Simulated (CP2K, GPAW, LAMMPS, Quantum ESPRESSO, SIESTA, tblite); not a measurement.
## Codes compared on amorphous Si0.7Ge0.3 (120 atoms)

Wanted: errors and costs of other methods on amorphous Si0.7Ge0.3 (120 atoms). A plane-wave run serves as the reference.

Main program and level: Quantum ESPRESSO 7.5; Kohn-Sham DFT, PBE, SSSP efficiency 1.3.0 pseudopotentials, plane waves.

## (1) The structure

The cell holds 120 atoms: 84 Si and 36 Ge. Its edges and angles: a = 13.770 Å, b = 13.770 Å, c = 13.770 Å, α = 90.0°, β = 90.0°, γ = 90.0°. 120 atoms (84 Si, 36 Ge) placed at random at 3.16 g/cm³, melted at 3500 K for 10 ps at fixed volume with the Tersoff potential (Tersoff, Phys. Rev. B 39, 5566 (1989)). Quenched from 3500 K to 700 K at 1000 K/ps and fixed volume, held 5 ps, then minimised at fixed cell.

## (2) Plane-wave reference

Contents of pw.in:

```
&control
  calculation = 'scf'
  pseudo_dir = './pseudo'
  outdir = './tmp'
  disk_io = 'none'
  tprnfor = .true.
  tstress = .true.
/
&system
  ibrav = 0
  nat = 120
  ntyp = 2
  ecutwfc = 45
  ecutrho = 360
  nosym = .true.
  occupations = 'smearing'
  smearing = 'fd'
  degauss = 0.003675
/
&electrons
  conv_thr = 6.0e-07
  electron_maxstep = 100
  mixing_beta = 0.2
  mixing_mode = 'local-TF'
  diagonalization = 'david'
/
ATOMIC_SPECIES
Si 28.085 Si.upf
Ge 72.630 Ge.upf
CELL_PARAMETERS angstrom
13.77040 0.00000 0.00000
0.00000 13.77040 0.00000
0.00000 0.00000 13.77040
ATOMIC_POSITIONS crystal
Si 0.70179 0.14930 0.14075
Si 0.75761 0.12428 0.40993
Si 0.53433 0.51687 0.17144
Si 0.33316 0.30222 0.61607
Si 0.47122 0.99634 0.82881
Si 0.54710 0.79484 0.45672
Si 0.03694 0.16581 0.24975
Si 0.81897 0.83151 0.16790
Si 0.95998 0.82157 0.61415
Si 0.72998 0.30464 0.21854
Si 0.03034 0.34859 0.90404
Si 0.27776 0.52619 0.21415
[... 104 atom lines left out ...]
Ge 0.67125 0.81759 0.58827
Ge 0.98548 0.12007 0.52275
Ge 0.22537 0.17140 0.89526
Ge 0.73634 0.65781 0.63612
K_POINTS gamma
```

On the command line:

```console
OMP_NUM_THREADS=1 mpirun -np 8 pw.x -in pw.in > output.txt
```

The program printed:

```text
Program PWSCF
     gamma-point specific algorithms are used
     one sub-group per band group will be used
     scalapack distributed-memory algorithm (size of sub-group:  2*  2 procs)
     Parallelization info
     sticks:   dense  smooth     PW     G-vecs:    dense   smooth      PW
     Min        2424    1212    301               254132    89847   11214
     Max        2426    1214    304               254138    89854   11220
     Sum       19405    9705   2417              2033089   718799   89727
     bravais-lattice index     =            0
     lattice parameter (alat)  =      26.0223  a.u.
     unit-cell volume          =   17621.2320 (a.u.)^3
     number of atoms/cell      =          120
     number of atomic types    =            2
     number of electrons       =       840.00
[... lines left out ...]
     scf convergence threshold =      6.0E-07
[... lines left out ...]
     number of k points=     1  Fermi-Dirac smearing, width (Ry)=  0.0037
[... lines left out ...]
     total energy              =   -8648.02772223 Ry
[... lines left out ...]
     total energy              =   -8647.37292294 Ry
[... lines left out ...]
     total energy              =   -8647.60449969 Ry
[... lines left out ...]
     total energy              =   -8647.61418716 Ry
[... lines left out ...]
     total energy              =   -8647.61418759 Ry
[... lines left out ...]
          k = 0.0000 0.0000 0.0000 ( 44864 PWs)   bands (ev):
   -18.1868 -18.1748 -18.1653 -18.1652 -18.1521 -18.1512 -18.1445 -18.1391
   -18.1345 -18.1337 -18.1282 -18.1235 -18.1198 -18.1134 -18.1086 -18.1081
   -18.1076 -18.1064 -18.1011 -18.0987 -18.0979 -18.0969 -18.0949 -18.0917
[...]
9.1612   9.1743   9.2140   9.2419   9.2792   9.3032   9.3150   9.3339
     9.3490   9.3782   9.4180   9.4526   9.4693   9.5024   9.5213   9.5540
     the Fermi energy is     6.5214 ev
!    total energy              =   -8647.61418789 Ry
     estimated scf accuracy    <       0.00000024 Ry
     smearing contrib. (-TS)   =      -0.02449584 Ry
     internal energy E=F+TS    =   -8647.58969205 Ry
     The total energy is F=E-TS. E is the sum of the following terms:
     one-electron contribution =   -6805.48229002 Ry
     hartree contribution      =    3993.79694455 Ry
     xc contribution           =   -2611.27943827 Ry
     ewald contribution        =   -3224.62490831 Ry
     convergence has been achieved in  14 iterations
     Forces acting on atoms (cartesian axes, Ry/au):
     atom    1 type  1   force =     0.00830534   -0.00969913    0.00563409
     atom    2 type  1   force =     0.00277570    0.01954843   -0.01148969
     atom    3 type  1   force =    -0.00244440    0.00571789    0.00462860
[...]
atom  119 type  2   force =     0.01691687   -0.00212817   -0.00217001
     atom  120 type  2   force =    -0.00075836   -0.00861406   -0.00286718
     Total force =     0.190227     Total SCF correction =     0.001256
     Computing stress (Cartesian axis) and pressure
          total   stress  (Ry/bohr**3)                   (kbar)     P=       -9.13
   0.00000100   0.00000537   0.00003812            0.15        0.79        5.61
   0.00000537  -0.00006171  -0.00006402            0.79       -9.08       -9.42
   0.00003812  -0.00006402  -0.00012549            5.61       -9.42      -18.46
     Message from routine punch:
     Nothing written, as per user request (disk_io='none')
```

Wall time 9.7 min (8 MPI ranks of Arm Neoverse N1, shared host); peak memory 9.5 GiB; 77 min of CPU time.

Banners, paths, timers and routine set-up lines are dropped from the logs unmarked, and long logs keep their key lines alone; longer cuts are marked.

Numbers from this run:

```
r.m.s. force component : 0.2578 eV/Å
longest force          : 1.274 eV/Å
pressure               : -0.913 GPa
```

## (3) What was run beside it

The programs:
- CP2K 2026.2: Gaussian basis with GTH pseudopotentials and a plane-wave density; labels give functional, basis (MOLOPT sets; SR short-range, UZH the newer set with its own potentials), grid cutoff/relative cutoff and solver (OT: orbital transformation; TRS4, TC2, SIGN: linear-scaling purification with its sparsity filter), or its built-in tight binding.
- GPAW 26.7.0: PAW with atomic orbitals (LCAO), plane waves or a real-space grid of spacing h.
- Quantum ESPRESSO 7.5: plane waves; labels (QE) give functional, pseudopotential set and cutoffs of waves/density.
- SIESTA 5.4.2: numerical atomic orbitals, whose automatically made sets are far from complete, with PseudoDojo norm-conserving potentials that we converted to its format (checked against plane waves on the same files for H, C, O, Si, Ge and Ca alone); labels give functional, basis size, energy shift and mesh cutoff.

All use the same cell and atoms; the electronic-structure runs use the same k-mesh, and an electronic temperature of 580 K (0.05 eV) where levels are smeared.

Differences are against the plane-wave reference, forces as r.m.s. over components; share is that over the reference's r.m.s. force, slope the least-squares factor from reference forces to these. Total energies of different programs have different zeros and aren't compared.

```csv
run,"Δ force, r.m.s. (meV/Å)",share (%),slope,Δ pressure (GPa),cores,CPU time,memory (GiB)
reference,-,-,-,-,8,77 min,9.5
"CP2K LDA, DZVP-MOLOPT-SR, 350/50 Ry, diagonalisation",71.2,27.6,0.930,-3.68,4,8.1 min,4.8
"CP2K PBE+D3, DZVP-MOLOPT-SR, 350/50 Ry, diagonalisation",44.2,17.1,1.038,-0.309,4,11 min,5.0
"CP2K PBE, DZVP-MOLOPT (SR for Ge), 350/50 Ry, diagonalisation",47.1,18.3,1.055,0.254,4,16 min,5.1
"CP2K PBE, DZVP-MOLOPT-SR, 175/50 Ry, diagonalisation (coarse)",40.5,15.7,1.056,0.400,2,9.8 min,1.7
"CP2K PBE, DZVP-MOLOPT-SR, 244/50 Ry, diagonalisation (coarse)",40.5,15.7,1.056,0.400,2,8.8 min,2.3
"CP2K PBE, DZVP-MOLOPT-SR, 350/20 Ry, diagonalisation (coarse)",43.6,16.9,1.056,0.462,4,7.4 min,5.0
"CP2K PBE, DZVP-MOLOPT-SR, 350/50 Ry, diagonalisation",40.5,15.7,1.056,0.400,4,11 min,5.0
"CP2K PBE, SZV-MOLOPT-SR, 350/50 Ry, diagonalisation (coarse)",435,169,1.029,5.05,1,5.1 min,3.2
"CP2K PBE, TZV2P-UZH, 350/50 Ry, diagonalisation",22.9,8.90,1.024,-0.0318,4,51 min,7.8
"GPAW PBE, LCAO dzp, h 0.2 Å",40.2,15.6,1.058,-,2,20 min,2.8
"GPAW PBE, LCAO sz(dzp), h 0.2 Å (coarse)",292,113,1.051,-,1,4 min,1.9
"GPAW PBE, grid h 0.18 Å",14.7,5.71,1.011,-,4,2 h,7.9
"GPAW RPBE, LCAO dzp, h 0.2 Å",52.6,20.4,1.089,-,2,20 min,2.8
"QE PBE, gbrv-1.5, 40/200 Ry",3.22,1.25,1.001,0.0077,4,49 min,4.7
"SIESTA PBE, DZ, shift 0.01 Ry, mesh 300 Ry (coarse)",195,75.7,1.011,4.81,1,6.9 min,1.2
"SIESTA PBE, DZP, shift 0.01 Ry, mesh 100 Ry (coarse)",94.8,36.8,1.118,1.20,2,8.9 min,1.2
"SIESTA PBE, DZP, shift 0.01 Ry, mesh 300 Ry",95.7,37.1,1.135,0.851,2,22 min,2.5
```

Rows marked coarse were listed beforehand as settings not expected to be converged; some can still land near the reference.

CPU time is summed over cores on a shared host, where runs went side by side, so it is rough. Symmetry, cutoffs, thresholds, outputs and thread counts weren't matched or tuned between programs; memory under MPI is the largest rank's times the ranks.

Runs without a result: tblite GFN1-xTB (cut off at its time limit of 4.1 min, the SCF not settling); SIESTA PBE, SZ, shift 0.01 Ry, mesh 300 Ry (cut off at its time limit of 3.9 min); SIESTA PBE, SZP, shift 0.01 Ry, mesh 300 Ry (cut off at its time limit of 6.7 min).

Mean charges by element (e), by run and scheme:

```csv
run,scheme,Si,Ge
"CP2K LDA, DZVP-MOLOPT-SR, 350/50 Ry, diagonalisation",Mulliken,-0.07,+0.15
"CP2K LDA, DZVP-MOLOPT-SR, 350/50 Ry, diagonalisation",Hirshfeld,0.00,+0.01
"CP2K PBE+D3, DZVP-MOLOPT-SR, 350/50 Ry, diagonalisation",Mulliken,-0.11,+0.25
"CP2K PBE+D3, DZVP-MOLOPT-SR, 350/50 Ry, diagonalisation",Hirshfeld,-0.01,+0.02
"CP2K PBE, DZVP-MOLOPT (SR for Ge), 350/50 Ry, diagonalisation",Mulliken,-0.04,+0.09
"CP2K PBE, DZVP-MOLOPT (SR for Ge), 350/50 Ry, diagonalisation",Hirshfeld,-0.01,+0.01
"CP2K PBE, DZVP-MOLOPT-SR, 244/50 Ry, diagonalisation",Mulliken,-0.11,+0.25
"CP2K PBE, DZVP-MOLOPT-SR, 244/50 Ry, diagonalisation",Hirshfeld,-0.01,+0.02
"CP2K PBE, DZVP-MOLOPT-SR, 350/50 Ry, diagonalisation",Mulliken,-0.11,+0.25
"CP2K PBE, DZVP-MOLOPT-SR, 350/50 Ry, diagonalisation",Hirshfeld,-0.01,+0.02
"CP2K PBE, TZV2P-UZH, 350/50 Ry, diagonalisation",Mulliken,+0.12,-0.29
"CP2K PBE, TZV2P-UZH, 350/50 Ry, diagonalisation",Hirshfeld,-0.01,+0.02
"SIESTA PBE, DZP, shift 0.01 Ry, mesh 300 Ry",Hirshfeld,-0.02,+0.04
```

Within one program, basis, potentials and functional, energies share a zero. Each run against its twin at the usual cutoff or grid and solver:

```csv
run,twin,Δ energy (meV/atom),"Δ force, r.m.s. (meV/Å)",CPU time over the twin's
"CP2K PBE, DZVP-MOLOPT-SR, 175/50 Ry, diagonalisation","DZVP-MOLOPT-SR, 350/50 Ry, diagonalisation",-1.0e-4,0.016,0.89 (this twin ran on 4 cores)
"CP2K PBE, DZVP-MOLOPT-SR, 244/50 Ry, diagonalisation","DZVP-MOLOPT-SR, 350/50 Ry, diagonalisation",-8.0e-4,0.006,0.79 (this twin ran on 4 cores)
"CP2K PBE, DZVP-MOLOPT-SR, 350/20 Ry, diagonalisation","DZVP-MOLOPT-SR, 350/50 Ry, diagonalisation",-1.91,16.3,0.67
"SIESTA PBE, DZP, shift 0.01 Ry, mesh 100 Ry","DZP, shift 0.01 Ry, mesh 300 Ry",-28.7,43.6,0.41
```

## (4) Results

```yaml
reference_r_m_s_force_component: 0.258 eV/Å
nearest_in_forces: QE PBE, gbrv-1.5, 40/200 Ry, 1.2 %
farthest_in_forces: CP2K PBE, SZV-MOLOPT-SR, 350/50 Ry, diagonalisation (coarse), 169 %
cheapest_electronic_structure_run_beside_the_reference: GPAW PBE, LCAO sz(dzp), h 0.2 Å, 4 min of CPU time
```

**Reading.** PBE on plane waves or a grid with other potentials, cutoffs or grids, coarse settings apart, differs from the reference by 1.2 % (QE PBE, gbrv-1.5, 40/200 Ry) to 5.7 % (GPAW PBE, grid h 0.18 Å) of the r.m.s. force; this holds the reference's own error, so differences of a few per cent don't tell which side is nearer the exact PBE result. The PBE runs in local orbitals, coarse settings apart, differ by 8.9 % (CP2K PBE, TZV2P-UZH, 350/50 Ry, diagonalisation) to 37 % (SIESTA PBE, DZP, shift 0.01 Ry, mesh 300 Ry); basis, grid and potentials can all enter. Rows with another functional or a dispersion term differ by 17 % (CP2K PBE+D3, DZVP-MOLOPT-SR, 350/50 Ry, diagonalisation) to 28 % (CP2K LDA, DZVP-MOLOPT-SR, 350/50 Ry, diagonalisation), which mixes the change of model with differences of basis and potentials. Runs with settings chosen to be coarse differ by 16 % (CP2K PBE, DZVP-MOLOPT-SR, 244/50 Ry, diagonalisation) to 169 % (CP2K PBE, SZV-MOLOPT-SR, 350/50 Ry, diagonalisation), their programs' other errors included. Of the electronic-structure runs that take under half the reference's CPU time, GPAW PBE, LCAO dzp, h 0.2 Å is among the nearest, at 16 % in 20 min against 77 min. In pressure, CP2K PBE, SZV-MOLOPT-SR, 350/50 Ry, diagonalisation misses by +5.1 GPa, at the same functional. Charges hang on scheme and program or settings: among these rows the mean for Ge runs from -0.29 to +0.25 e, even in sign. In the reference: levels near the Fermi energy are neither full nor empty under the smearing, so no gap is quoted. The potentials hold different valence shells: 840 electrons in the reference, 480 in CP2K with DZVP-MOLOPT and 480 in GPAW; this bears on time and differences. GPAW's setups keep the filled d shell of Ge in the core. The reference's pressure holds the uncorrected Pulay stress of its 45 Ry basis, so small pressure differences, and their order, may be the reference's own error. The quench rate of 1000 K/ps is many orders above laboratory rates, so the cell is likely richer in defects and strain than a real sample. The network of bonds at the start is that of the classical potential that made the cell, and needn't be the one that DFT or experiment would give. The electronic-structure runs sample only Γ, in a cell whose shortest periodic width is 14 Å, which is coarse for a cell with partly filled levels.

[Also dropped from logs without a mark: logging warnings of Python, and SIESTA's first energy breakdown and zero terms.]

[Logs are printed without paths, hosts, clocks, repeated set-up lines and the standing remarks that a program may print on its own settings, such as how far it seeks lower states.]

[Hosts, paths, dates, database ids (printed as entryN), source tags and the programs' standing remarks are cut or masked in the printed files.]
